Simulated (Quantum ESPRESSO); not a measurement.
# How the pseudopotential set moves the magnetism of CoO

How much do the magnetic results of CoO hang on the pseudopotential set?

Program: Quantum ESPRESSO 7.5. Level of theory: PBE with U = 3.5 eV on Co d (ortho-atomic projectors); plane waves with GBRV 1.5 PBE potentials, no spin-orbit coupling (settings of the first rung). Values are calculated unless marked as measured.

This is a report of a sequence of runs, with the program logs left out and the cost of each run kept.

### 1. The starting structure

Symmetry: Fm-3m, No. 225, cubic system. Conventional cell: a = 4.263 Å, b = 4.263 Å, c = 4.263 Å, α = 90.00°, β = 90.00°, γ = 90.00°. Nearest to Co lie 6 O at 2.13 Å. Nearest to O lie 6 Co at 2.13 Å. Farther neighbours, and contacts between anions beyond the nearest, are not listed.

### 2. Rung 1, start ferro +

pw.in

```
&CONTROL
  calculation = 'scf'
  prefix = 'pwscf'
  outdir = './tmp'
  pseudo_dir = './pseudo'
  disk_io = 'nowf'
/
&SYSTEM
  ibrav = 0
  nat = 2
  ntyp = 2
  ecutwfc = 40
  ecutrho = 280
  nbnd = 20
  occupations = 'smearing'
  smearing = 'fd'
  degauss = 0.00367493
  nspin = 2
  starting_magnetization(1) = 0.1765
  starting_magnetization(2) = 0
/
&ELECTRONS
  conv_thr = 4d-09
  electron_maxstep = 150
  mixing_beta = 0.3
/
ATOMIC_SPECIES
Co     58.9332 co_pbe_v1.2.uspp.F.UPF
O      15.9990 o_pbe_v1.2.uspp.F.UPF
CELL_PARAMETERS angstrom
   0.0000000000    2.1315000000    2.1315000000
   2.1315000000    0.0000000000    2.1315000000
   2.1315000000    2.1315000000    0.0000000000
ATOMIC_POSITIONS crystal
Co      0.0000000000    0.0000000000    0.0000000000
O       0.5000000000    0.5000000000    0.5000000000
K_POINTS automatic
8 8 8 0 0 0
HUBBARD {ortho-atomic}
U Co-3d 3.5000
```

Started as:

```bash
$ OMP_NUM_THREADS=1 mpirun -n 2 pw.x -nk 2 -in pw.in > pw.out
```

Wall time 10 s (2 MPI ranks of Arm Neoverse V1, shared host); peak memory 0.15 GiB; 20 s of CPU time.

Spin moment in the atom's sphere by atom:

| atom | spin moment in the atom's sphere (μB) |
| --- | --- |
| Co1 | 2.61 |
| O2 | 0.28 |

Numbers from this step:

| Quantity | Value |
| --- | --- |
| magnetization | 2.987 μB |
| final state | ferromagnetic |

### 3. Rung 1, start antiferro q=(0,0,1/2) +-

The wavevector q is in fractions of the reciprocal vectors of the crystal's primitive cell, as the cells of these inputs are built from it; moments change sign between cells as cos(2π q·R).

pw.in

```
&CONTROL
  calculation = 'scf'
  prefix = 'pwscf'
  outdir = './tmp'
  pseudo_dir = './pseudo'
  disk_io = 'nowf'
/
&SYSTEM
  ibrav = 0
  nat = 4
  ntyp = 3
  ecutwfc = 40
  ecutrho = 280
  nbnd = 32
  occupations = 'smearing'
  smearing = 'fd'
  degauss = 0.00367493
  nspin = 2
  starting_magnetization(1) = 0.1765
  starting_magnetization(2) = -0.1765
  starting_magnetization(3) = 0
/
&ELECTRONS
  conv_thr = 8d-09
  electron_maxstep = 150
  mixing_beta = 0.3
/
ATOMIC_SPECIES
Co1    58.9332 co_pbe_v1.2.uspp.F.UPF
Co2    58.9332 co_pbe_v1.2.uspp.F.UPF
O      15.9990 o_pbe_v1.2.uspp.F.UPF
CELL_PARAMETERS angstrom
   0.0000000000    2.1315000000    2.1315000000
   2.1315000000    0.0000000000    2.1315000000
   4.2630000000    4.2630000000    0.0000000000
ATOMIC_POSITIONS crystal
Co1     0.0000000000    0.0000000000    0.0000000000
Co2     0.0000000000    0.0000000000    0.5000000000
O       0.5000000000    0.5000000000    0.2500000000
O       0.5000000000    0.5000000000    0.7500000000
K_POINTS automatic
8 8 4 0 0 0
HUBBARD {ortho-atomic}
U Co1-3d 3.5000
U Co2-3d 3.5000
```

The job ended after 48 s (2 MPI ranks; peak memory 0.24 GiB; 97 s of CPU time).

Spin moment in the atom's sphere by atom:

| atom | spin moment in the atom's sphere (μB) |
| --- | --- |
| Co1 | 2.55 |
| Co2 | -2.55 |
| O3 | 0.00 |
| O4 | 0.00 |

This step gave:

```yaml
magnetization: 0 μB
final_state: antiferromagnetic
```

### 4. Rung 2, start ferro +

pw.in

```
&CONTROL
  calculation = 'scf'
  prefix = 'pwscf'
  outdir = './tmp'
  pseudo_dir = './pseudo'
  disk_io = 'nowf'
/
&SYSTEM
  ibrav = 0
  nat = 2
  ntyp = 2
  ecutwfc = 55
  ecutrho = 440
  nbnd = 20
  occupations = 'smearing'
  smearing = 'fd'
  degauss = 0.00367493
  nspin = 2
  starting_magnetization(1) = 0.1765
  starting_magnetization(2) = 0
/
&ELECTRONS
  conv_thr = 4d-09
  electron_maxstep = 150
  mixing_beta = 0.3
/
ATOMIC_SPECIES
Co     58.9332 Co_pbe_v1.2.uspp.F.UPF
O      15.9990 O.pbe-n-kjpaw_psl.0.1.UPF
CELL_PARAMETERS angstrom
   0.0000000000    2.1315000000    2.1315000000
   2.1315000000    0.0000000000    2.1315000000
   2.1315000000    2.1315000000    0.0000000000
ATOMIC_POSITIONS crystal
Co      0.0000000000    0.0000000000    0.0000000000
O       0.5000000000    0.5000000000    0.5000000000
K_POINTS automatic
8 8 8 0 0 0
HUBBARD {ortho-atomic}
U Co-3d 3.5000
```

Wall time 17 s (2 MPI ranks); peak memory 0.2 GiB.

Numbers from this step:

```yaml
magnetization: 2.983 μB
final_state: ferromagnetic
largest_moment: 2.607 μB
```

### 5. Rung 2, start antiferro q=(0,0,1/2) +-

pw.in

```
&CONTROL
  calculation = 'scf'
  prefix = 'pwscf'
  outdir = './tmp'
  pseudo_dir = './pseudo'
  disk_io = 'nowf'
/
&SYSTEM
  ibrav = 0
  nat = 4
  ntyp = 3
  ecutwfc = 55
  ecutrho = 440
  nbnd = 32
  occupations = 'smearing'
  smearing = 'fd'
  degauss = 0.00367493
  nspin = 2
  starting_magnetization(1) = 0.1765
  starting_magnetization(2) = -0.1765
  starting_magnetization(3) = 0
/
&ELECTRONS
  conv_thr = 8d-09
  electron_maxstep = 150
  mixing_beta = 0.3
/
ATOMIC_SPECIES
Co1    58.9332 Co_pbe_v1.2.uspp.F.UPF
Co2    58.9332 Co_pbe_v1.2.uspp.F.UPF
O      15.9990 O.pbe-n-kjpaw_psl.0.1.UPF
CELL_PARAMETERS angstrom
   0.0000000000    2.1315000000    2.1315000000
   2.1315000000    0.0000000000    2.1315000000
   4.2630000000    4.2630000000    0.0000000000
ATOMIC_POSITIONS crystal
Co1     0.0000000000    0.0000000000    0.0000000000
Co2     0.0000000000    0.0000000000    0.5000000000
O       0.5000000000    0.5000000000    0.2500000000
O       0.5000000000    0.5000000000    0.7500000000
K_POINTS automatic
8 8 4 0 0 0
HUBBARD {ortho-atomic}
U Co1-3d 3.5000
U Co2-3d 3.5000
```

Wall time 79 s (2 MPI ranks); peak memory 0.39 GiB; 2.6 min of CPU time.

This step gave:

- magnetization: 0 μB
- final state: antiferromagnetic
- largest moment: 2.549 μB

### 6. Rung 3, start ferro +

pw.in

```
&CONTROL
  calculation = 'scf'
  prefix = 'pwscf'
  outdir = './tmp'
  pseudo_dir = './pseudo'
  disk_io = 'nowf'
/
&SYSTEM
  ibrav = 0
  nat = 2
  ntyp = 2
  ecutwfc = 70
  nbnd = 20
  occupations = 'smearing'
  smearing = 'fd'
  degauss = 0.00367493
  nspin = 2
  starting_magnetization(1) = 0.1765
  starting_magnetization(2) = 0
/
&ELECTRONS
  conv_thr = 4d-09
  electron_maxstep = 150
  mixing_beta = 0.3
/
ATOMIC_SPECIES
Co     58.9332 Co_ONCV_PBE-1.2.upf
O      15.9990 O_ONCV_PBE-1.2.upf
CELL_PARAMETERS angstrom
   0.0000000000    2.1315000000    2.1315000000
   2.1315000000    0.0000000000    2.1315000000
   2.1315000000    2.1315000000    0.0000000000
ATOMIC_POSITIONS crystal
Co      0.0000000000    0.0000000000    0.0000000000
O       0.5000000000    0.5000000000    0.5000000000
K_POINTS automatic
8 8 8 0 0 0
HUBBARD {ortho-atomic}
U Co-3d 3.5000
```

The job ended after 0.76 s (2 MPI ranks; peak memory 0.05 GiB).

The input was rejected at the start.

The program's message: “determine_hubbard_occ (1): no atomic wavefunctions in pseudopotential file for species #Co”

### 7. Rung 3, start antiferro q=(0,0,1/2) +-

pw.in

```
&CONTROL
  calculation = 'scf'
  prefix = 'pwscf'
  outdir = './tmp'
  pseudo_dir = './pseudo'
  disk_io = 'nowf'
/
&SYSTEM
  ibrav = 0
  nat = 4
  ntyp = 3
  ecutwfc = 70
  nbnd = 32
  occupations = 'smearing'
  smearing = 'fd'
  degauss = 0.00367493
  nspin = 2
  starting_magnetization(1) = 0.1765
  starting_magnetization(2) = -0.1765
  starting_magnetization(3) = 0
/
&ELECTRONS
  conv_thr = 8d-09
  electron_maxstep = 150
  mixing_beta = 0.3
/
ATOMIC_SPECIES
Co1    58.9332 Co_ONCV_PBE-1.2.upf
Co2    58.9332 Co_ONCV_PBE-1.2.upf
O      15.9990 O_ONCV_PBE-1.2.upf
CELL_PARAMETERS angstrom
   0.0000000000    2.1315000000    2.1315000000
   2.1315000000    0.0000000000    2.1315000000
   4.2630000000    4.2630000000    0.0000000000
ATOMIC_POSITIONS crystal
Co1     0.0000000000    0.0000000000    0.0000000000
Co2     0.0000000000    0.0000000000    0.5000000000
O       0.5000000000    0.5000000000    0.2500000000
O       0.5000000000    0.5000000000    0.7500000000
K_POINTS automatic
8 8 4 0 0 0
HUBBARD {ortho-atomic}
U Co1-3d 3.5000
U Co2-3d 3.5000
```

Elapsed: 0.77 s, on 2 MPI ranks; peak memory 0.05 GiB; 0.99 s of CPU time.

The program refused the input before any cycle.

The program's message: “determine_hubbard_occ (1): no atomic wavefunctions in pseudopotential file for species #Co”

### 8. Rung 4, start ferro +

pw.in

```
&CONTROL
  calculation = 'scf'
  prefix = 'pwscf'
  outdir = './tmp'
  pseudo_dir = './pseudo'
  disk_io = 'nowf'
/
&SYSTEM
  ibrav = 0
  nat = 2
  ntyp = 2
  ecutwfc = 70
  nbnd = 20
  occupations = 'smearing'
  smearing = 'fd'
  degauss = 0.00367493
  nspin = 2
  starting_magnetization(1) = 0.1765
  starting_magnetization(2) = 0
/
&ELECTRONS
  conv_thr = 4d-09
  electron_maxstep = 150
  mixing_beta = 0.3
/
ATOMIC_SPECIES
Co     58.9332 27_Co_17_1.6_2.2_pbe_n_v1.0.upf
O      15.9990 08_O_6_1.2_1.4_pbe_n_v1.0.upf
CELL_PARAMETERS angstrom
   0.0000000000    2.1315000000    2.1315000000
   2.1315000000    0.0000000000    2.1315000000
   2.1315000000    2.1315000000    0.0000000000
ATOMIC_POSITIONS crystal
Co      0.0000000000    0.0000000000    0.0000000000
O       0.5000000000    0.5000000000    0.5000000000
K_POINTS automatic
8 8 8 0 0 0
HUBBARD {ortho-atomic}
U Co-3d 3.5000
```

It took 11 s on 2 MPI ranks; peak memory 0.14 GiB; 23 s of CPU time.

Numbers from this step:

| Property | Result |
| --- | --- |
| magnetization | 2.88 μB |
| final state | ferromagnetic |
| largest moment | 2.512 μB |

### 9. Rung 4, start antiferro q=(0,0,1/2) +-

pw.in

```
&CONTROL
  calculation = 'scf'
  prefix = 'pwscf'
  outdir = './tmp'
  pseudo_dir = './pseudo'
  disk_io = 'nowf'
/
&SYSTEM
  ibrav = 0
  nat = 4
  ntyp = 3
  ecutwfc = 70
  nbnd = 32
  occupations = 'smearing'
  smearing = 'fd'
  degauss = 0.00367493
  nspin = 2
  starting_magnetization(1) = 0.1765
  starting_magnetization(2) = -0.1765
  starting_magnetization(3) = 0
/
&ELECTRONS
  conv_thr = 8d-09
  electron_maxstep = 150
  mixing_beta = 0.3
/
ATOMIC_SPECIES
Co1    58.9332 27_Co_17_1.6_2.2_pbe_n_v1.0.upf
Co2    58.9332 27_Co_17_1.6_2.2_pbe_n_v1.0.upf
O      15.9990 08_O_6_1.2_1.4_pbe_n_v1.0.upf
CELL_PARAMETERS angstrom
   0.0000000000    2.1315000000    2.1315000000
   2.1315000000    0.0000000000    2.1315000000
   4.2630000000    4.2630000000    0.0000000000
ATOMIC_POSITIONS crystal
Co1     0.0000000000    0.0000000000    0.0000000000
Co2     0.0000000000    0.0000000000    0.5000000000
O       0.5000000000    0.5000000000    0.2500000000
O       0.5000000000    0.5000000000    0.7500000000
K_POINTS automatic
8 8 4 0 0 0
HUBBARD {ortho-atomic}
U Co1-3d 3.5000
U Co2-3d 3.5000
```

It took 61 s on 2 MPI ranks; peak memory 0.27 GiB; 2 min of CPU time.

Numbers from this step:

- magnetization: 0 μB
- final state: antiferromagnetic
- largest moment: 2.510 μB

### 10. Rung 5, start ferro +

pw.in

```
&CONTROL
  calculation = 'scf'
  prefix = 'pwscf'
  outdir = './tmp'
  pseudo_dir = './pseudo'
  disk_io = 'nowf'
/
&SYSTEM
  ibrav = 0
  nat = 2
  ntyp = 2
  ecutwfc = 96
  nbnd = 20
  occupations = 'smearing'
  smearing = 'fd'
  degauss = 0.00367493
  nspin = 2
  starting_magnetization(1) = 0.1765
  starting_magnetization(2) = 0
/
&ELECTRONS
  conv_thr = 4d-09
  electron_maxstep = 150
  mixing_beta = 0.3
/
ATOMIC_SPECIES
Co     58.9332 Co.upf
O      15.9990 O.upf
CELL_PARAMETERS angstrom
   0.0000000000    2.1315000000    2.1315000000
   2.1315000000    0.0000000000    2.1315000000
   2.1315000000    2.1315000000    0.0000000000
ATOMIC_POSITIONS crystal
Co      0.0000000000    0.0000000000    0.0000000000
O       0.5000000000    0.5000000000    0.5000000000
K_POINTS automatic
8 8 8 0 0 0
HUBBARD {ortho-atomic}
U Co-3d 3.5000
```

Run time: 21 s. Hardware: 2 MPI ranks; peak memory 0.18 GiB; 41 s of CPU time.

Numbers from this step:

```yaml
magnetization: 2.949 μB
final_state: ferromagnetic
largest_moment: 2.562 μB
```

### 11. Rung 5, start antiferro q=(0,0,1/2) +-

pw.in

```
&CONTROL
  calculation = 'scf'
  prefix = 'pwscf'
  outdir = './tmp'
  pseudo_dir = './pseudo'
  disk_io = 'nowf'
/
&SYSTEM
  ibrav = 0
  nat = 4
  ntyp = 3
  ecutwfc = 96
  nbnd = 32
  occupations = 'smearing'
  smearing = 'fd'
  degauss = 0.00367493
  nspin = 2
  starting_magnetization(1) = 0.1765
  starting_magnetization(2) = -0.1765
  starting_magnetization(3) = 0
/
&ELECTRONS
  conv_thr = 8d-09
  electron_maxstep = 150
  mixing_beta = 0.3
/
ATOMIC_SPECIES
Co1    58.9332 Co.upf
Co2    58.9332 Co.upf
O      15.9990 O.upf
CELL_PARAMETERS angstrom
   0.0000000000    2.1315000000    2.1315000000
   2.1315000000    0.0000000000    2.1315000000
   4.2630000000    4.2630000000    0.0000000000
ATOMIC_POSITIONS crystal
Co1     0.0000000000    0.0000000000    0.0000000000
Co2     0.0000000000    0.0000000000    0.5000000000
O       0.5000000000    0.5000000000    0.2500000000
O       0.5000000000    0.5000000000    0.7500000000
K_POINTS automatic
8 8 4 0 0 0
HUBBARD {ortho-atomic}
U Co1-3d 3.5000
U Co2-3d 3.5000
```

Elapsed: 2.1 min, on 2 MPI ranks; peak memory 0.37 GiB; 4.2 min of CPU time.

Read from the output:

- magnetization: 0 μB
- final state: antiferromagnetic
- largest moment: 2.525 μB

### 12. A faulty input

One input was spoiled on purpose, to see how the program answers.

pw.in

```
&CONTROL
  calculation = 'scf'
  prefix = 'pwscf'
  outdir = './tmp'
  pseudo_dir = './pseudo'
  disk_io = 'nowf'
/
&SYSTEM
  ibrav = 0
  nat = 2
  ntyp = 2
  ecutwfc = 40
  ecutrho = 60
  nbnd = 20
  occupations = 'smearing'
  smearing = 'fd'
  degauss = 0.00367493
  nspin = 2
  starting_magnetization(1) = 0.1765
  starting_magnetization(2) = 0
/
&ELECTRONS
  conv_thr = 4d-09
  electron_maxstep = 100
  mixing_beta = 0.3
/
ATOMIC_SPECIES
Co     58.9332 co_pbesol_v1.2.uspp.F.UPF
O      15.9990 o_pbesol_v1.2.uspp.F.UPF
CELL_PARAMETERS angstrom
   0.0000000000    2.1315000000    2.1315000000
   2.1315000000    0.0000000000    2.1315000000
   2.1315000000    2.1315000000    0.0000000000
ATOMIC_POSITIONS crystal
Co      0.0000000000    0.0000000000    0.0000000000
O       0.5000000000    0.5000000000    0.5000000000
K_POINTS automatic
8 8 8 0 0 0
HUBBARD {ortho-atomic}
U Co-3d 3.5000
```

It took 24 s on 2 MPI ranks; peak memory 0.11 GiB.

Residual by cycle:

cycle, log10 residual and a bar from the least value:
```
        1        1.9 ##############################
       10       -2.6 ##
       19       -1.9 ######
       28       -1.8 #######
       37       -2.9 
       46       -2.8 #
       55       -2.8 #
       64       -2.4 ###
       73       -2.1 #####
       82       -2.4 ###
       91       -1.0 ############
      100       -0.7 ##############
```

No converged result was reached; the numbers in the log don't describe the system.

After 100 cycles the residual stands at 0.22, with no steady fall over the second half. The cap of 100 cycles in the input ended the loop.

The fault put into the input: a density cutoff far too low.

### 13. Side by side

Ladder, by row:

| rung | potentials | cutoff (eV) | state from the first start | state from the second start | second less first (meV a seeded atom) | moment, first (μB) | moment, second (μB) | CPU time (s) |
| --- | --- | --- | --- | --- | --- | --- | --- | --- |
| 1 | GBRV 1.5 PBE | 544 | ferromagnetic | antiferromagnetic | -39.04 | 2.608 | 2.55 | 117.2 |
| 2 | SSSP 1.3 efficiency PBE | 748 | ferromagnetic | antiferromagnetic | -41.29 | 2.607 | 2.549 | 190.7 |
| 4 | SPMS 1.0 PBE | 952 | ferromagnetic | antiferromagnetic | -36.22 | 2.512 | 2.51 | 145.2 |
| 5 | PseudoDojo 0.4.1 SR PBE standard | 1306 | ferromagnetic | antiferromagnetic | -35.95 | 2.562 | 2.525 | 292 |

### 14. Summary of results

* range of the largest moment, first start: 2.51 to 2.61 μB; second start 2.51 to 2.55 μB
* range of CPU time: 2 min to 4.9 min
* range of the energy difference: -41.3 to -35.9 meV a seeded atom

What this shows: For the first start the sets give moments from 2.51 to 2.61 μB and differences from -41.3 to -35.9 meV; norm-conserving files need about twice the cutoff of ultrasoft ones, and no set is the reference. The smearing term is large for its width, so states at the Fermi level are partly filled: at this level the cell is a metal or has a gap of a few widths at most. Degenerate orbitals of a corrected shell are partly filled. Whether a state of lower symmetry lies under this one was not tested; under a U it often does.

[Long decimals in the printed logs are rounded to 6 places.]

[Logs and program files are shortened in this print: banners, set-up blocks, solver, clock and traceback lines can be left out without a mark of their own.]

[Logs are printed without paths, hosts, clocks, repeated set-up lines and the standing remarks that a program may print on its own settings, such as how far it seeks lower states.]

[Hosts, paths, dates, database ids (printed as entryN), source tags and the programs' standing remarks are cut or masked in the printed files.]

[Where the starting crystal was built by hand or by swapping elements, it need not be the compound's stable phase.]

[Where a cell is said to come from a database of computed structures, the database is the Materials Project.]

[Lattice constants that a cell's source calls measured were typed from memory.]
